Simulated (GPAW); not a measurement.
# A Na chain with two C atoms in line: transmission at several levels, part 2 of 2

Aim: T(E), conductance and thermopower of a Na chain with two C atoms in line, and what cheaper settings cost in accuracy.

GPAW 26.7.0; GPAW LCAO, PAW setups; Landauer transmission from Green's functions with principal layers (ASE), zero bias.

So far, transmission at the Fermi level (one spin): step 2 (double-zeta polarised basis, PBE, GPAW) 0.0888; step 3 (basis szp(dzp), PBE, GPAW) 0.0830; step 4 (basis sz(dzp), PBE, GPAW) 0.101; step 5 (LDA) 0.0855.

## (7) The levels side by side (continued)

Table of transmission, zone mean, sum over the listed spins by energy, zero at the Fermi level:

| energy (eV) | dzp | szp | sz | dzp-LDA |
| --- | --- | --- | --- | --- |
| -2.0000 | 1.4e-10 | 1.9e-10 | 3.6e-13 | 1.4e-10 |
| -1.7500 | 1.4e-10 | 1.9e-10 | 3.5e-13 | 1.4e-10 |
| -1.5000 | 1.4e-10 | 1.8e-10 | 3.4e-13 | 1.3e-10 |
| -1.2500 | 1.3e-10 | 1.9e-10 | 3.5e-13 | 1.3e-10 |
| -1.0000 | 9.8e-11 | 2.0e-10 | 3.6e-13 | 9.9e-11 |
| -0.8000 | 0.530 | 0.0946 | 0.00764 | 0.977 |
| -0.7500 | 0.734 | 0.826 | 0.0372 | 0.461 |
| -0.5500 | 0.219 | 0.226 | 0.969 | 0.180 |
| -0.5000 | 0.191 | 0.189 | 0.711 | 0.161 |
| -0.2500 | 0.132 | 0.125 | 0.203 | 0.121 |
| 0.0000 | 0.0888 | 0.0830 | 0.101 | 0.0855 |
| 0.2500 | 0.0487 | 0.0454 | 0.0493 | 0.0473 |
| 0.5000 | 0.0333 | 0.0324 | 0.0336 | 0.0321 |
| 0.7500 | 0.0286 | 0.0299 | 0.0312 | 0.0274 |
| 1.0000 | 0.0261 | 0.0297 | 0.0324 | 0.0249 |
| 1.2500 | 0.0240 | 0.0302 | 0.0348 | 0.0230 |
| 1.5000 | 0.0227 | 0.0320 | 0.0393 | 0.0219 |
| 1.7500 | 0.0210 | 0.0339 | 0.0458 | 0.0207 |
| 2.0000 | 0.0153 | 0.0307 | 0.0490 | 0.0161 |

## (8) Another change of settings

A last run, with other settings again.

This step: GPAW LCAO, PAW setups; Landauer transmission from Green's functions with principal layers (ASE), zero bias (GPAW 26.7.0).

Input file run.py:

```python
import json
import numpy as np
from ase import Atoms
from ase.transport.calculators import TransportCalculator
from gpaw import GPAW, FermiDirac
from gpaw.lcao.tools import get_lcao_hamiltonian
from scipy.linalg import eigh

# The junction with lead layers at both ends, along the third cell vector
device = Atoms(
    ['Na', 'Na', 'Na', 'Na', 'Na', 'Na', 'C', 'C', 'Na', 'Na', 'Na', 'Na', 'Na', 'Na'],
    positions=[
        [4.50000, 4.50000, 1.65000],
        [4.50000, 4.50000, 4.95000],
        [4.50000, 4.50000, 8.25000],
        [4.50000, 4.50000, 11.55000],
        [4.50000, 4.50000, 14.85000],
        [4.50000, 4.50000, 18.15000],
        [4.50000, 4.50000, 20.29420],
        [4.50000, 4.50000, 21.57420],
        [4.50000, 4.50000, 23.71840],
        [4.50000, 4.50000, 27.01840],
        [4.50000, 4.50000, 30.31840],
        [4.50000, 4.50000, 33.61840],
        [4.50000, 4.50000, 36.91840],
        [4.50000, 4.50000, 40.21840]],
    cell=[[9.0, 0.0, 0.0], [0.0, 9.0, 0.0], [0.0, 0.0, 41.8684]],
    pbc=True)

# One principal layer of the lead: the first 4 atoms of the device
lead = Atoms(
    ['Na', 'Na', 'Na', 'Na'],
    positions=[
        [4.50000, 4.50000, 1.65000],
        [4.50000, 4.50000, 4.95000],
        [4.50000, 4.50000, 8.25000],
        [4.50000, 4.50000, 11.55000]],
    cell=[[9.0, 0.0, 0.0], [0.0, 9.0, 0.0], [0.0, 0.0, 13.2]],
    pbc=True)

settings = dict(mode='lcao', basis='dzp', xc='PBE', h=0.4,
                occupations=FermiDirac(0.1), maxiter=100,
                mixer=dict(beta=0.1, nmaxold=8, weight=100.0),
                convergence=dict(density=0.0001))
energies = np.arange(-2, 2 + 1e-9, 0.05)
eta = 0.0001
n1, n2 = 1, 1
# k and -k transmit alike, so half of the mesh across the current serves
mesh = [(i, j) for i in range(n1) for j in range(n2) if (i, j) <= (-i % n1, -j % n2)]
weights = np.array([1 if (i, j) == (-i % n1, -j % n2) else 2 for i, j in mesh]) / (n1 * n2)

# [... helper functions left out ...]
fermi_lead = ground_state(lead, (1, 1, 9), 'lead.txt')
fermi_device = ground_state(device, (1, 1, 2), 'device.txt')
# [... loop over the mesh left out, but for ...]
        # Shift the lead onto the potential of the device's first layer
        shift = ((H[:, 0, 0] - H0[:, 0, 0]) / S0[0, 0]).real.mean()
# [...]
kT = 8.617333e-5 * 300
bias = [0.1, 0.2, 0.5, 1.0, 1.5, 2.0]
# [... integrals and printing left out ...]
```

The run is started by

```
$ OMP_NUM_THREADS=1 OPENBLAS_NUM_THREADS=1 python run.py
```

What it wrote:

```text
basis functions: device 230, principal layer 68
Fermi level: lead -2.4861 eV, device -2.7099 eV; lead shifted by 0.0004 eV
largest coupling past the next layer 4.16e-12 eV, largest misfit of the first layer 0.052 eV
  E-E_F (eV)   T (one spin)  [channel counts left out]
    -2.000    1.4012e-10
    -1.950    1.3985e-10
    -1.900    1.3956e-10
    -1.850    1.3926e-10
    -1.800    1.3895e-10
    -1.750    1.3861e-10
    -1.700    1.3824e-10
    -1.650    1.3783e-10
    -1.600    1.3737e-10
    -1.550    1.3682e-10
    -1.500    1.3615e-10
    -1.450    1.3527e-10
    -1.400    1.3401e-10
    -1.350    1.3204e-10
    -1.300    1.2846e-10
    -1.250    1.2010e-10
[...]
1.650    8.9132e-03
     1.700    8.6892e-03
     1.750    8.4068e-03
     1.800    8.0761e-03
     1.850    7.7015e-03
     1.900    7.2745e-03
     1.950    6.7924e-03
     2.000    6.2337e-03
conductance at 300 K: 0.025866 G0 a cell; thermopower 10.88 uV/K
current from the zero-bias T(E) at 0.1 V: 0.20013 uA
current from the zero-bias T(E) at 0.2 V: 0.3986 uA
current from the zero-bias T(E) at 0.5 V: 0.96771 uA
current from the zero-bias T(E) at 1.0 V: 1.784 uA
current from the zero-bias T(E) at 1.5 V: 2.4592 uA
current from the zero-bias T(E) at 2.0 V: 2.7785 uA
```

It took 28 s on 1 thread of Arm Neoverse V1, shared host; peak memory 0.38 GiB.

The run finished. A setting was moved off its sound value on purpose, so it serves as a test and not as the result.

The fault put into the input: a grid far too coarse (h = 0.4).

Side by side:

```
                                           quantity   this run  sound run  difference
                                   conductance (G₀)   0.025866   0.088774     -0.0629
                                 thermopower (μV/K)     10.880     16.154       -5.27
largest coupling past the next principal layer (eV)  4.161e-12  4.162e-12    -2.3e-16
   largest misfit of the first principal layer (eV)   0.051986   0.048700     0.00329
                    shift that aligns the lead (eV)   4.344e-4  -2.078e-4      6.4e-4
         transmission at the Fermi level (one spin)   0.025990   0.088786     -0.0628
```

The two runs differ clearly in the conductance: 0.0259 G₀ against 0.0888 G₀.

## (9) Summary of results

| Item | Value |
| --- | --- |
| conductance | 0.0888 G₀ |
| transmission at the Fermi level, mean of the spins | 0.0888 |
| thermopower | 16.2 μV/K |

What this shows: In the dzp basis the junction conducts 0.0888 G₀ at 300 K, with T = 0.0888 a spin at the Fermi level; the szp basis reaches that conductance within 10 %. At the Fermi level one eigenchannel carries the current (0.089). The positive thermopower says that the thermally weighted transmission is larger below the Fermi level, as for hole-like transport. Measured against the first run (dzp), the nearest curve is that of szp (r.m.s. 0.060) and the farthest that of sz (0.17). Over the compared runs wall time goes from 61 s (sz) to 100 s (dzp), on a shared host. The geometry was built from estimated bond lengths and not relaxed, so the numbers describe this model structure. An evenly spaced straight chain is an idealisation: free chains tend to dimerise, zigzag or, where a band edge lies near the Fermi level, turn magnetic. The currents use the zero-bias T(E) throughout, which holds only while the bias is small against the distance to the nearest feature. The energy step is wider than the thermal energy, so the conductance and thermopower rest on interpolation of T(E).

[Logs are printed without paths, hosts, clocks, repeated set-up lines and the standing remarks that a program may print on its own settings, such as how far it seeks lower states.]

[Hosts, paths, dates, database ids (printed as entryN), source tags and the programs' standing remarks are cut or masked in the printed files.]
